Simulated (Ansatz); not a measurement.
# Fe chain started as a zigzag under tension and compression, part 2 of 4

Wanted: energy, moment and open channels of the Fe chain started as a zigzag from 12 % compression to 30 % stretch.

Ansatz 0.2.0; DFT PBE, plane waves, PAW; relaxation of a chain's period (the session's first sound run).

So far, absolute moment (μB): step 2 (relaxation of atoms and period) 6.58.

## (3) Strain along the wire, period over the relaxed period 0.88, k-mesh 1×1×36

This step: DFT PBE, plane waves, PAW; relaxation at a fixed period (Ansatz 0.2.0).

The period is set to 0.88 times the relaxed one and the atoms relax within it: the two rows can move towards or away from each other, so bond angles take up part of the strain.

The cell differs from the one that the last finished run ended in (c 2.527 → 2.224 Å).

input.yaml

```yaml
crystal:
  lattice:
    - [9.0, 0.0, 0.0]
    - [0.0, 7.5, 0.0]
    - [0.0, 0.0, 2.2240910896]
  atoms:
    - { symbol: Fe, position: [0.397558147, 0.5, 0.0], spin: 2.79 }
    - { symbol: Fe, position: [0.602441853, 0.5, 0.5], spin: 2.79 }
magnetization:
  spin_polarized: true
kpoints:
  mp_grid: { grid: [1, 1, 36] }
scf:
  occupations: { method: fermi_dirac, width: 0.05 }
hamiltonian:
  xc: pbe
relax:
  max_steps: 40
```

Started as:

```sh
> ansatz run input.yaml --threads 4 --pin off --max-ram 8192MiB --backend cpu --events-out ev --progress --plain --runs-dir out
```

Numbers of over 12 decimals in the logs are rounded to 6 here.

Log:

```text
[...]
Crystal: 2 atoms, lattice volume = 150.126 Å³
Basis set: ecut = 420 eV, 2957 PW (Γ), exchange–correlation on 128×108×30 points (8 copies of the dense FFT grid, shifted against one another)
Bands: 23, of which v1, the nominal top of the filled ones, is band 16 counted from 1 (15 counted from 0)
Symmetry: 8 space group operations
[...]
k-points: 19 of 36
[...]
Starting moments: Σ|m| = 5.58 μB on 2 of 2 sites
[...]
SCF iter   1: F=—  HF=-8954.263815 eV  |F-HF|=—  |Δ(HF+E_count)|=         —  Δρ=2.65e-2 (↑1.99e-2 ↓2.65e-2)  dr2=5.52e0  dr2_m=3.74e-1  M=5.641 μB ∫|m|=5.682 μB  β_m=0.30  ethr=3.10e-3  ⟨swp⟩=6.2  Hψ=4401  notcnv=0
[...]
SCF iter   9: F=-8956.059089 eV  HF=-8956.059089 eV  |F-HF|=1.55e-7  |Δ(HF+E_count)|=   5.12e-6  Δρ=9.88e-6 (↑9.88e-6 ↓9.79e-6)  dr2=1.59e-7  dr2_m=1.01e-7  M=5.730 μB ∫|m|=5.850 μB  ethr=7.65e-9  ⟨swp⟩=2.5  Hψ=2883  notcnv=0
SCF 1 converged in 9 iterations: F = -8956.059089 eV  dr2 = 1.59e-7
[...]
relax step   1: F+E_penalty+E_count = -8956.05908926 eV  Δ(F+E_penalty+E_count) = +0.000e0 eV  max|allowed force component| = 2.426e0 eV/Å  Δτ_max = 0.0000 Å  (9 SCF iters, dr2 threshold 2.50e-6 eV, accepted)
[...]
SCF iter   6: F=-8956.218106 eV  HF=-8956.218107 eV  |F-HF|=7.09e-7  |Δ(HF+E_count)|=   2.27e-5  Δρ=3.18e-5 (↑3.18e-5 ↓1.91e-5)  dr2=2.37e-6  dr2_m=4.32e-7  M=5.902 μB ∫|m|=6.042 μB  ethr=5.05e-8  ⟨swp⟩=2.0  Hψ=2777  notcnv=0
SCF 2 converged in 6 iterations: F = -8956.218106 eV  dr2 = 2.37e-6
relax step   2: F+E_penalty+E_count = -8956.21810614 eV  Δ(F+E_penalty+E_count) = -1.590e-1 eV  max|allowed force component| = 1.404e0 eV/Å  Δτ_max = 0.0419 Å  (6 SCF iters, dr2 threshold 1.00e-4 eV, accepted)
[...]
SCF iter   6: F=-8956.316349 eV  HF=-8956.316356 eV  |F-HF|=7.48e-6  |Δ(HF+E_count)|=   4.13e-5  Δρ=6.29e-5 (↑6.29e-5 ↓5.01e-5)  dr2=1.94e-5  dr2_m=1.43e-6  M=6.099 μB ∫|m|=6.272 μB  ethr=2.97e-7  ⟨swp⟩=2.2  Hψ=2915  notcnv=0
SCF 3 converged in 6 iterations: F = -8956.316349 eV  dr2 = 1.94e-5
relax step   3: F+E_penalty+E_count = -8956.31634885 eV  Δ(F+E_penalty+E_count) = -9.824e-2 eV  max|allowed force component| = 4.805e-2 eV/Å  Δτ_max = 0.0758 Å  (6 SCF iters, dr2 threshold 1.00e-4 eV, accepted)
[...]
relax step   4: F+E_penalty+E_count = -8956.31636104 eV  Δ(F+E_penalty+E_count) = -1.219e-5 eV  max|allowed force component| = 4.665e-2 eV/Å  Δτ_max = 0.0000 Å  (5 SCF iters, accepted)
[...]
relax step   5: F+E_penalty+E_count = -8956.31649976 eV  Δ(F+E_penalty+E_count) = -1.387e-4 eV  max|allowed force component| = 1.579e-3 eV/Å  Δτ_max = 0.0031 Å  (7 SCF iters, dr2 threshold 1.36e-7 eV, accepted)
[...]
SCF iter   2: F=-8956.316500 eV  HF=-8956.316500 eV  |F-HF|=2.36e-10  |Δ(HF+E_count)|=   2.85e-9  Δρ=4.44e-7 (↑4.44e-7 ↓3.15e-7)  dr2=6.22e-10  dr2_m=1.10e-10  M=6.098 μB ∫|m|=6.271 μB  ethr=1.01e-11  ⟨swp⟩=1.5  Hψ=2556  notcnv=0
SCF 6 converged in 2 iterations: F = -8956.316500 eV  dr2 = 6.22e-10
relax step   6: F+E_penalty+E_count = -8956.31649978 eV  Δ(F+E_penalty+E_count) = -1.666e-8 eV  max|allowed force component| = 1.566e-3 eV/Å  Δτ_max = 0.0000 Å  (2 SCF iters, accepted)
SCF converged after 2 iterations
Magnetization: 6.0979 μB (19.0490 up, 12.9510 down)
Absolute magnetization: 6.2710 μB (∫|ρ↑−ρ↓|, with the PAW one-centre terms)
[...]
Per-site moments (μB) at R_I (Å): [(2.693286, 0.91743757446), (2.693286, 0.91743757446)]
Free energy (F): -8956.316500 eV
[...]
Internal energy: -8956.300733 eV  (E = F + TS)
E sigma→0 (E₀):  -8956.308616 eV
Entropy (-TS):   -0.015767 eV (-7.884 meV/atom)
Fermi energy:    -0.420890 eV
[...]
--- Forces (eV/Å), atoms counted from 1 ---
  atom   1  Fe    -0.00156626    -0.00000000     0.00000000
  atom   2  Fe     0.00156626     0.00000000     0.00000000
  max |Σ_I F_I| component: 2.17e-19 eV/Å
--- Relaxed structure (6 steps of the walk, 6 accepted, 0 SCFs on fresh bases) ---
  F+E_penalty+E_count = -8956.31649978 eV   max|allowed force component| = 1.566e-3 eV/Å
  atoms:
    - { symbol: Fe, position: [0.384816, 0.500000, 0.0] }
    - { symbol: Fe, position: [0.615184, 0.500000, 0.5] }
```

It took 9.8 s on 4 threads of Arm Neoverse V2, shared host; peak memory 0.47 GiB; 36 s of CPU time.

Step by step:

```tsv
step	energy less that of the first step (eV)	largest force component (eV/Å)
1	0.0000	2.4260
2	-0.1590	1.4039
3	-0.2573	0.0480
4	-0.2573	0.0466
5	-0.2574	0.0016
6	-0.2574	0.0016
```

Forces are held to the 8 operations that the run works with; a distortion that breaks them can't arise in this run.

The atoms that moved most (Å):

```tsv
atom	dx	dy	dz	length
Fe1	-0.115	0.000	0.000	0.115
Fe2	0.115	0.000	0.000	0.115
```

Final coordinates:

```xyz
2
Lattice="9.0000 0.0000 0.0000 0.0000 7.5000 0.0000 0.0000 0.0000 2.2241" Properties=species:S:1:pos:R:3
Fe    3.4633    3.7500    0.0000
Fe    5.5367    3.7500    1.1120
```

Numbers from this step:

| Property | Result |
| --- | --- |
| energy at zero smearing | -8956.3086 eV |
| total moment | 6.098 μB |
| absolute moment | 6.271 μB |

Site moment by atom:

```tsv
atom	site moment (μB)
Fe1	2.69
Fe2	2.69
```

The relaxation ends 129 meV an atom lower, with a largest force component of 0.0016 eV/Å.

## (4) The chain at a fixed length, period over the relaxed period 0.88, k-mesh 1×1×36

This step: DFT PBE, plane waves, PAW; channels and complex bands of a perfect chain (Ansatz 0.2.0).

The period is set to 0.88 times the relaxed one: the two rows can move towards or away from each other, so bond angles take up part of the strain.

input.yaml, the sections that differ from step 3:

```yaml
crystal:
  lattice:
    - [9.0, 0.0, 0.0]
    - [0.0, 7.5, 0.0]
    - [0.0, 0.0, 2.2240910896]
  atoms:
    - { symbol: Fe, position: [0.3848163553, 0.5, 0.0], spin: 2.69 }
    - { symbol: Fe, position: [0.6151836447, 0.5, 0.5], spin: 2.69 }
output:
  transmission:
    e_range: [-2, 2]
    de: 0.035
    kmesh: [1, 1]
    reduced_basis: true
    leads: [[0, 0]]
  stress: true
# magnetization, kpoints, scf, hamiltonian: as in step 3
# relax: removed
```

Log:

```text
[...]
Crystal: 2 atoms, lattice volume = 150.126 Å³
Basis set: ecut = 420 eV, 2957 PW (Γ)
Bands: 23, of which v1, the nominal top of the filled ones, is band 16 counted from 1 (15 counted from 0)
Symmetry: 8 space group operations
[...]
k-points: 19 of 36
[...]
Starting moments: Σ|m| = 5.38 μB on 2 of 2 sites
[...]
SCF iter   1: F=—  HF=-8954.836617 eV  |F-HF|=—  |Δ(HF+E_count)|=         —  Δρ=3.04e-2 (↑3.04e-2 ↓2.81e-2)  dr2=4.73e0  dr2_m=8.42e-1  M=6.046 μB ∫|m|=6.095 μB  β_m=0.30  ethr=3.10e-3  ⟨swp⟩=6.4  Hψ=4330  notcnv=0
[...]
SCF iter  10: F=-8956.316521 eV  HF=-8956.316521 eV  |F-HF|=8.97e-10  |Δ(HF+E_count)|=   6.38e-8  Δρ=1.49e-6 (↑8.14e-7 ↓1.49e-6)  dr2=3.57e-9  dr2_m=1.13e-9  M=6.098 μB ∫|m|=6.270 μB  ethr=1.08e-10  ⟨swp⟩=6.2  Hψ=3804  notcnv=0
SCF 1 converged in 10 iterations: F = -8956.316521 eV  dr2 = 3.57e-9
[...]
transmission: 6 of 36 steps passed
transmission: 9 of 36 steps passed
[...]
transmission: 36 of 36 steps passed
SCF converged after 10 iterations
Magnetization: 6.0979 μB (19.0489 up, 12.9511 down)
Absolute magnetization: 6.2710 μB (∫|ρ↑−ρ↓|, with the PAW one-centre terms)
[...]
Per-site moments (μB) at R_I (Å): [(2.693283, 0.91743757446), (2.693283, 0.91743757446)]
Free energy (F): -8956.316521 eV
[...]
Internal energy: -8956.300752 eV  (E = F + TS)
E sigma→0 (E₀):  -8956.308636 eV
Entropy (-TS):   -0.015768 eV (-7.884 meV/atom)
Fermi energy:    -0.420947 eV
[...]
--- Stress (GPa, compression-positive) ---
        0.179265      -0.000000       0.000000
       -0.000000      -0.164559      -0.000000
        0.000000      -0.000000       4.141653
  P = ⅓ Tr σ = 1.3855 GPa (13.855 kbar)
--- Band table (eV; the first three rows and the last of 38) ---
  k-point 0 ↑: bands = [... 12 lower, -3.4335, -2.7177, -2.5880, -1.7635, -1.7222, -1.2908, -1.1001, -0.6429, ... 3 higher]
  k-point 1 ↑: bands = [... 12 lower, -3.4265, -2.7155, -2.5891, -1.9205, -1.5611, -1.3134, -1.1625, -0.7182, ... 3 higher]
  k-point 2 ↑: bands = [... 12 lower, -3.4054, -2.7113, -2.5931, -2.0912, -1.3785, -1.3753, -1.3189, -0.9009, ... 3 higher]
  k-point 18 ↓: bands = [... 12 lower, 0.7044, 0.7044, 0.7066, 0.7066, 1.2537, 1.2537, 4.1879, 4.1879, ... 3 higher]
--- Transmission ---
  basis      : 595 plane waves across, 3 finite elements along
  points     : 1, standing for a mesh of 1 x 1
  filling    : by the input's occupations and mesh, since the crystals that have channels conduct as metals do. If one of these is a semiconductor, that mesh has misplaced its level
  energies   : 115 from -2.000000 to 1.990000 eV about the Fermi level, 0.035000 eV apart; the leads are filled to 0.000000 eV, and channels, transmission and decay are at -0.005000 eV
  crystal 0  : Fe2, at the sites [0, 0], period 2.2241 Å: whole cells are its period
    offset         : up to 0.0000 Å between an atom of the period and one for which it stands
    filled         : 0.4 meV over the level at which it is neutral
    channels       : 2.000000e0 up, 5.000000e0 down
    conductance    : 4.0135e14 S/m² at 300 K; may be off by some 0.0 % by where its bands' edges are placed, 0.0 % from the distance to neutral
```

It took 72 s on 4 threads; peak memory 0.77 GiB.

This step gave:

* channels at the energy nearest the Fermi level, spin up: 2
* channels at the energy nearest the Fermi level, spin down: 5
* conductance of the lead as this run defines it: 3.496 G₀
* band gap: 0 eV

Open channels of the lead against energy, zero at the Fermi level:

```tsv
energy (eV)	spin up	spin down
-2.000	7	2
-1.790	5	2
-1.615	5	2
-1.405	7	4
-1.195	7	5
-0.985	7	2
-0.810	6	2
-0.600	3	2
-0.390	3	5
-0.215	2	5
-0.005	2	5
0.205	2	4
0.415	2	6
0.590	3	8
0.800	3	6
1.010	4	8
1.185	4	6
1.395	4	6
1.605	4	6
1.815	4	3
```

At the computed energy nearest the Fermi level there are 2 spin-up and 5 spin-down channels, and the thermal average gives 3.50 G₀.

## (5) At a strained period, period over the relaxed period 0.92, k-mesh 1×1×35

This step: DFT PBE, plane waves, PAW; relaxation at a fixed period (Ansatz 0.2.0).

The period is set to 0.92 times the relaxed one and the atoms relax within it: the two rows can move towards or away from each other, so bond angles take up part of the strain.

The cell differs from the one that the last finished run ended in (c 2.224 → 2.325 Å).

input.yaml, the sections that differ from step 4:

```yaml
crystal:
  lattice:
    - [9.0, 0.0, 0.0]
    - [0.0, 7.5, 0.0]
    - [0.0, 0.0, 2.3251861392]
  atoms:
    - { symbol: Fe, position: [0.397558147, 0.5, 0.0], spin: 2.79 }
    - { symbol: Fe, position: [0.602441853, 0.5, 0.5], spin: 2.79 }
kpoints:
  mp_grid: { grid: [1, 1, 35] }
relax:
  max_steps: 40
# magnetization, scf, hamiltonian: as in step 4
# output: removed
```

Log:

```text
[...]
Crystal: 2 atoms, lattice volume = 156.950 Å³
Basis set: ecut = 420 eV, 3033 PW (Γ), exchange–correlation on 128×108×32 points (8 copies of the dense FFT grid, shifted against one another)
Bands: 23, of which v1, the nominal top of the filled ones, is band 16 counted from 1 (15 counted from 0)
Symmetry: 8 space group operations
[...]
k-points: 18 of 35
[...]
--- Forces (eV/Å), atoms counted from 1 ---
  atom   1  Fe    -0.00267160     0.00000000     0.00000000
  atom   2  Fe     0.00267160     0.00000000     0.00000000
  max |Σ_I F_I| component: 4.34e-19 eV/Å
--- Relaxed structure (6 steps of the walk, 5 accepted, 0 SCFs on fresh bases) ---
  F+E_penalty+E_count = -8956.41678055 eV   max|allowed force component| = 2.672e-3 eV/Å
  atoms:
    - { symbol: Fe, position: [0.386629, 0.5, 0.0] }
    - { symbol: Fe, position: [0.613371, 0.5, 0.5] }
[key lines of the parts left out:]
SCF converged after 2 iterations
Magnetization: 6.1811 μB (19.0905 up, 12.9095 down)
Free energy (F): -8956.416781 eV
Fermi energy:    -0.525878 eV
```

The job ended after 11 s (4 threads; peak memory 0.48 GiB; 42 s of CPU time).

Relaxation path:

```tsv
step	energy less that of the first step (eV)	largest force component (eV/Å)
1	0.0000	1.4184
2	-0.0698	1.2042
3	-0.0696	0.9474
4	-0.1575	0.0896
5	-0.1580	0.0026
6	-0.1580	0.0027
```

Relaxation step 3 was tried and not accepted.

The run keeps the 8 symmetry operations that it works with, so distortions that break them were not tested.

The atoms that moved most (Å):

```tsv
atom	dx	dy	dz	length
Fe1	-0.098	0.000	0.000	0.098
Fe2	0.098	0.000	0.000	0.098
```

Final coordinates:

```xyz
2
Lattice="9.0000 0.0000 0.0000 0.0000 7.5000 0.0000 0.0000 0.0000 2.3252" Properties=species:S:1:pos:R:3
Fe    3.4797    3.7500    0.0000
Fe    5.5203    3.7500    1.1626
```

The relaxation ends 79 meV an atom lower, with a largest force component of 0.0027 eV/Å.

## (6) The chain at a fixed length, period over the relaxed period 0.92, k-mesh 1×1×35

This step: DFT PBE, plane waves, PAW; channels and complex bands of a perfect chain (Ansatz 0.2.0).

The period is set to 0.92 times the relaxed one: the two rows can move towards or away from each other, so bond angles take up part of the strain.

input.yaml, the sections that differ from step 5:

```yaml
crystal:
  lattice:
    - [9.0, 0.0, 0.0]
    - [0.0, 7.5, 0.0]
    - [0.0, 0.0, 2.3251861392]
  atoms:
    - { symbol: Fe, position: [0.3866294098, 0.5, 0.0], spin: 2.78 }
    - { symbol: Fe, position: [0.6133705902, 0.5, 0.5], spin: 2.78 }
output:
  transmission:
    e_range: [-2, 2]
    de: 0.035
    kmesh: [1, 1]
    reduced_basis: true
    leads: [[0, 0]]
  stress: true
# magnetization, kpoints, scf, hamiltonian: as in step 5
# relax: removed
```

Log:

```text
[...]
Crystal: 2 atoms, lattice volume = 156.950 Å³
Basis set: ecut = 420 eV, 3033 PW (Γ)
Bands: 23, of which v1, the nominal top of the filled ones, is band 16 counted from 1 (15 counted from 0)
Symmetry: 8 space group operations
[...]
k-points: 18 of 35
[...]
Starting moments: Σ|m| = 5.56 μB on 2 of 2 sites
[...]
--- Transmission ---
  basis      : 595 plane waves across, 3 finite elements along
  points     : 1, standing for a mesh of 1 x 1
[...]
crystal 0  : Fe2, at the sites [0, 0], period 2.3252 Å: whole cells are its period
[...]
filled         : 9.5 meV over the level at which it is neutral
    channels       : 2.000000e0 up, 5.000000e0 down
[...]
[key lines of the parts left out:]
SCF converged after 11 iterations
Magnetization: 6.1810 μB (19.0905 up, 12.9095 down)
Free energy (F): -8956.416816 eV
Fermi energy:    -0.525839 eV
P = ⅓ Tr σ = 0.2375 GPa (2.375 kbar)
```

Wall time 67 s (4 threads); peak memory 0.75 GiB.

At the computed energy nearest the Fermi level there are 2 spin-up and 5 spin-down channels, and the thermal average gives 3.50 G₀.

## (7) Strain along the wire, period over the relaxed period 0.96, k-mesh 1×1×33

This step: DFT PBE, plane waves, PAW; relaxation at a fixed period (Ansatz 0.2.0).

The period is set to 0.96 times the relaxed one and the atoms relax within it: the two rows can move towards or away from each other, so bond angles take up part of the strain.

The cell differs from the one that the last finished run ended in (c 2.325 → 2.426 Å).

input.yaml, the sections that differ from step 6:

```yaml
crystal:
  lattice:
    - [9.0, 0.0, 0.0]
    - [0.0, 7.5, 0.0]
    - [0.0, 0.0, 2.4262811887]
  atoms:
    - { symbol: Fe, position: [0.397558147, 0.5, 0.0], spin: 2.79 }
    - { symbol: Fe, position: [0.602441853, 0.5, 0.5], spin: 2.79 }
kpoints:
  mp_grid: { grid: [1, 1, 33] }
relax:
  max_steps: 40
# magnetization, scf, hamiltonian: as in step 6
# output: removed
```

Log:

```text
[...]
Crystal: 2 atoms, lattice volume = 163.774 Å³
Basis set: ecut = 420 eV, 3183 PW (Γ), exchange–correlation on 128×108×36 points (8 copies of the dense FFT grid, shifted against one another)
Bands: 23, of which v1, the nominal top of the filled ones, is band 16 counted from 1 (15 counted from 0)
Symmetry: 8 space group operations
[...]
k-points: 17 of 33
[...]
--- Forces (eV/Å), atoms counted from 1 ---
  atom   1  Fe     0.00170889     0.00000000     0.00000000
  atom   2  Fe    -0.00170889     0.00000000     0.00000000
  max |Σ_I F_I| component: 4.34e-19 eV/Å
--- Relaxed structure (5 steps of the walk, 5 accepted, 0 SCFs on fresh bases) ---
  F+E_penalty+E_count = -8956.42875865 eV   max|allowed force component| = 1.709e-3 eV/Å
  atoms:
    - { symbol: Fe, position: [0.394190, 0.5, 0.0] }
    - { symbol: Fe, position: [0.605810, 0.5, 0.5] }
[key lines of the parts left out:]
SCF converged after 2 iterations
Magnetization: 6.3080 μB (19.1540 up, 12.8460 down)
Free energy (F): -8956.428759 eV
Fermi energy:    -0.629607 eV
```

It took 9.2 s on 4 threads; peak memory 0.49 GiB; 34 s of CPU time.

Step by step:

```tsv
step	energy less that of the first step (eV)	largest force component (eV/Å)
1	0.0000	0.4739
2	-0.0073	0.3006
3	-0.0129	0.0477
4	-0.0131	0.0017
5	-0.0131	0.0017
```

Forces are held to the 8 operations that the run works with; a distortion that breaks them can't arise in this run.

The atoms that moved most (Å):

```tsv
atom	dx	dy	dz	length
Fe1	-0.030	0.000	0.000	0.030
Fe2	0.030	0.000	0.000	0.030
```

Final coordinates:

```
Fe
1.0
     9.00000    0.00000    0.00000
     0.00000    7.50000    0.00000
     0.00000    0.00000    2.42628
Fe
2
Direct
  0.39419 0.50000 0.00000
  0.60581 0.50000 0.50000
```

The relaxation ends 6.6 meV an atom lower, with a largest force component of 0.0017 eV/Å.

## (8) The chain at a fixed length, period over the relaxed period 0.96, k-mesh 1×1×33

This step: DFT PBE, plane waves, PAW; channels and complex bands of a perfect chain (Ansatz 0.2.0).

The period is set to 0.96 times the relaxed one: the two rows can move towards or away from each other, so bond angles take up part of the strain.

input.yaml, the sections that differ from step 7:

```yaml
crystal:
  lattice:
    - [9.0, 0.0, 0.0]
    - [0.0, 7.5, 0.0]
    - [0.0, 0.0, 2.4262811887]
  atoms:
    - { symbol: Fe, position: [0.3941900722, 0.5, 0.0], spin: 2.81 }
    - { symbol: Fe, position: [0.6058099278, 0.5, 0.5], spin: 2.81 }
output:
  transmission:
    e_range: [-2, 2]
    de: 0.035
    kmesh: [1, 1]
    reduced_basis: true
    leads: [[0, 0]]
  stress: true
# magnetization, kpoints, scf, hamiltonian: as in step 7
# relax: removed
```

Log:

```text
[...]
Crystal: 2 atoms, lattice volume = 163.774 Å³
Basis set: ecut = 420 eV, 3183 PW (Γ)
Bands: 23, of which v1, the nominal top of the filled ones, is band 16 counted from 1 (15 counted from 0)
Symmetry: 8 space group operations
[...]
k-points: 17 of 33
[...]
Starting moments: Σ|m| = 5.62 μB on 2 of 2 sites
[...]
--- Transmission ---
  basis      : 595 plane waves across, 3 finite elements along
  points     : 1, standing for a mesh of 1 x 1
[...]
crystal 0  : Fe2, at the sites [0, 0], period 2.4263 Å: whole cells are its period
[...]
filled         : 5.2 meV over the level at which it is neutral
    channels       : 2.000000e0 up, 4.000000e0 down
[...]
[key lines of the parts left out:]
SCF converged after 10 iterations
Magnetization: 6.3079 μB (19.1540 up, 12.8460 down)
Free energy (F): -8956.428766 eV
Fermi energy:    -0.629631 eV
P = ⅓ Tr σ = 0.4709 GPa (4.709 kbar)
```

Run time: 60 s. Hardware: 4 threads; peak memory 0.73 GiB; 3.4 min of CPU time.

At the computed energy nearest the Fermi level there are 2 spin-up and 4 spin-down channels, and the thermal average gives 3.00 G₀.

[end of part 2 of 4]

[Logs are printed without paths, hosts, clocks, repeated set-up lines and the standing remarks that a program may print on its own settings, such as how far it seeks lower states.]

[Hosts, paths, dates, database ids (printed as entryN), source tags and the programs' standing remarks are cut or masked in the printed files.]
